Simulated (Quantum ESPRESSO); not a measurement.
## MnSe: energy against a fixed spin moment

Wanted: E(M) for MnSe from a parallel start.

Main program and level: Quantum ESPRESSO 7.5; LDA; plane waves with GBRV 1.5 LDA potentials, no spin-orbit coupling.

Report form: the programs' logs are mostly left out.

The database entry behind the starting cell differs from later determinations by our own check (about 0.4 % short), so it need not match the best structure at ambient conditions.

### Step 1. The starting structure

Symmetry: Fm-3m, No. 225, cubic system. Conventional cell: a = 5.440 Å, b = 5.440 Å, c = 5.440 Å, α = 90.00°, β = 90.00°, γ = 90.00°. Nearest to Mn lie 6 Se at 2.72 Å. Nearest to Se lie 6 Mn at 2.72 Å. Farther neighbours and most contacts between anions are not listed.

The cell comes from the Crystallography Open Database.

### Step 2. The free run

Input file pw.in:

```
&CONTROL
  calculation = 'scf'
  prefix = 'pwscf'
  outdir = './tmp'
  pseudo_dir = './pseudo'
  disk_io = 'nowf'
/
&SYSTEM
  ibrav = 0
  celldm(1) = 8
  nat = 2
  ntyp = 2
  ecutwfc = 40
  ecutrho = 280
  nbnd = 19
  occupations = 'smearing'
  smearing = 'fd'
  degauss = 0.00734986
  nspin = 2
  starting_magnetization(1) = 0.3
  starting_magnetization(2) = 0
/
&ELECTRONS
  conv_thr = 4d-09
  electron_maxstep = 150
  mixing_beta = 0.3
/
ATOMIC_SPECIES
Mn     54.9380 mn_lda_v1.5.uspp.F.UPF
Se     78.9710 se_lda_v1.uspp.F.UPF
CELL_PARAMETERS alat
   0.0000000000000    0.6425068823728    0.6425068823728
   0.6425068823728    0.0000000000000    0.6425068823728
   0.6425068823728    0.6425068823728    0.0000000000000
ATOMIC_POSITIONS crystal
Mn      0.0000000000    0.0000000000    0.0000000000
Se      0.5000000000    0.5000000000    0.5000000000
K_POINTS automatic
8 8 8 0 0 0
```

Started as:

```sh
$ OMP_NUM_THREADS=1 mpirun -n 2 pw.x -nk 2 -in pw.in > pw.out
```

Wall time 8.3 s (2 MPI ranks of Intel Xeon 6975P-C (Granite Rapids), shared host); peak memory 0.22 GiB; 16 s of CPU time.

Spin moment in the atom's sphere by atom:

```tsv
atom	spin moment in the atom's sphere (μB)
Mn1	4.15
Se2	0.11
```

Read from the output:

| Property | Result |
| --- | --- |
| smearing term TS | 0.03330 eV |
| magnetization | 4.594 μB |
| absolute magnetization | 4.594 μB |
| final state | ferromagnetic |

### Step 3. Moment fixed at 0 μB

The two spin channels are filled to separate Fermi energies, so that the total moment meets the target. Half of the up one less the down one is the slope dE/dM.

pw.in, as its differences from that of step 2:

```diff
@@ -14,3 +14,3 @@
   ecutrho = 280
-  nbnd = 19
+  nbnd = 20
   occupations = 'smearing'
@@ -19,4 +19,5 @@
   nspin = 2
-  starting_magnetization(1) = 0.3
+  starting_magnetization(1) = 0.015
   starting_magnetization(2) = 0
+  tot_magnetization = 0
 /
```

It took 8.6 s on 2 MPI ranks; peak memory 0.22 GiB; 17 s of CPU time.

Numbers from this step:

- magnetization: 0 μB
- absolute magnetization: 0 μB
- half the difference of the two Fermi energies: 0 meV
- largest moment: 0 μB

### Step 4. Moment fixed at 0.775 μB

pw.in, as its differences from that of step 3:

```diff
@@ -14,3 +14,3 @@
   ecutrho = 280
-  nbnd = 20
+  nbnd = 21
   occupations = 'smearing'
@@ -19,5 +19,5 @@
   nspin = 2
-  starting_magnetization(1) = 0.015
+  starting_magnetization(1) = 0.0517
   starting_magnetization(2) = 0
-  tot_magnetization = 0
+  tot_magnetization = 0.775
 /
```

Wall time 8.8 s (2 MPI ranks); peak memory 0.22 GiB.

Spin moment in the atom's sphere by atom:

```tsv
atom	spin moment in the atom's sphere (μB)
Mn1	0.833
Se2	-0.064
```

This step gave:

* magnetization: 0.775 μB
* absolute magnetization: 0.955 μB
* half the difference of the two Fermi energies: -266.9 meV

### Step 5. Moment fixed at 1.551 μB

pw.in, as its differences from that of step 4:

```diff
@@ -19,5 +19,5 @@
   nspin = 2
-  starting_magnetization(1) = 0.0517
+  starting_magnetization(1) = 0.1034
   starting_magnetization(2) = 0
-  tot_magnetization = 0.775
+  tot_magnetization = 1.551
 /
```

Elapsed: 10 s, on 2 MPI ranks; peak memory 0.22 GiB.

Numbers from this step:

| Item | Value |
| --- | --- |
| magnetization | 1.551 μB |
| absolute magnetization | 1.863 μB |
| half the difference of the two Fermi energies | -472.9 meV |
| largest moment | 1.641 μB |

### Step 6. A faulty input

As a test, an input with a fault in it is run.

Input file pw.in:

```
&CONTROL
  calculation = 'scf'
  prefix = 'pwscf'
  outdir = './tmp'
  pseudo_dir = './pseudo'
  disk_io = 'nowf'
/
&SYSTEM
  ibrav = 0
  nat = 2
  ntyp = 2
  ecutwfc = 40
  ecutrho = 280
  nbnd = 11
  occupations = 'smearing'
  smearing = 'fd'
  degauss = 0.00734986
  nspin = 2
  starting_magnetization(1) = 0.3
  starting_magnetization(2) = 0
/
&ELECTRONS
  conv_thr = 4d-09
  electron_maxstep = 50
  mixing_beta = 0.3
/
ATOMIC_SPECIES
Mn     54.9380 mn_lda_v1.5.uspp.F.UPF
Se     78.9710 se_lda_v1.uspp.F.UPF
CELL_PARAMETERS angstrom
   0.0000000000    2.7200000000    2.7200000000
   2.7200000000    0.0000000000    2.7200000000
   2.7200000000    2.7200000000    0.0000000000
ATOMIC_POSITIONS crystal
Mn      0.0000000000    0.0000000000    0.0000000000
Se      0.5000000000    0.5000000000    0.5000000000
K_POINTS automatic
8 8 8 0 0 0
```

The job ended after 25 s (2 MPI ranks; peak memory 0.21 GiB).

Residual by cycle:

cycle, log10 residual and a bar from the least value:
```
        1        1.2 ##############################
        5        0.3 #########################
       10       -1.5 ################
       14       -2.8 #########
       19       -2.8 #########
       23       -2.7 #########
       28       -0.9 ###################
       32       -2.4 ###########
       37       -4.1 ##
       41       -4.5 
       46       -4.4 #
       50       -3.7 ####
```

The run stopped without converging, so none of its numbers is a property of the system.

After 50 cycles the residual stands at 1.8e-4, against 0.18 at cycle 26 and a least value of 4.1e-7. The cap of 50 cycles in the input ended the loop.

The fault put into the input: too few bands.

### Step 7. All moments

The runs not shown differ in the target, the start and the number of states alone. The point at 4.59 μB is the free run, entered with slope zero.

Energy over the lowest against total spin moment:

```tsv
total spin moment (μB a cell)	energy over the lowest (meV a cell)
0.00	1801
0.78	1695
1.55	1402
2.33	986
3.10	524
3.88	143
4.59	0
4.65	1.89
5.43	877
6.20	2924
```

dE/dM against total spin moment:

```tsv
total spin moment (μB a cell)	dE/dM (meV/μB)
0.00	-0.0196
0.78	-267
1.55	-473
2.33	-587
3.10	-584
3.88	-348
4.59	0
4.65	68.4
5.43	2243
6.20	2939
```

Largest site moment against total spin moment:

```tsv
total spin moment (μB a cell)	largest site moment (μB)
0.00	0
0.78	0.833
1.55	1.64
2.33	2.40
3.10	3.09
3.88	3.69
4.59	4.15
4.65	4.19
5.43	4.49
6.20	4.67
```

### Step 8. Results

```
moment of the free run                              : 4.59 μB a cell
energy at zero total moment                         : 1801 meV a cell over the lowest
ΔE/ΔM² from the lowest point to 5.43 and to 3.88 μB : 1263 and 277 meV/μB²
```

At zero total moment the site moments vanish, so the 1801 meV a cell is the energy of forming them. The points show one minimum alone. The cell holds one seeded atom, so opposed orders, which may lie lower, cannot form in it. Energies are free energies at an electronic temperature of 1160 K, which lowers moments and differences where the moments are itinerant.

[Logs and program files are shortened in this print: banners, set-up blocks, solver, clock and traceback lines can be left out without a mark of their own.]

[Logs are printed without paths, hosts, clocks, repeated set-up lines and the standing remarks that a program may print on its own settings, such as how far it seeks lower states.]

[Hosts, paths, dates, database ids (printed as entryN), source tags and the programs' standing remarks are cut or masked in the printed files.]

[Where a cell is said to come from a database of computed structures, the database is the Materials Project.]
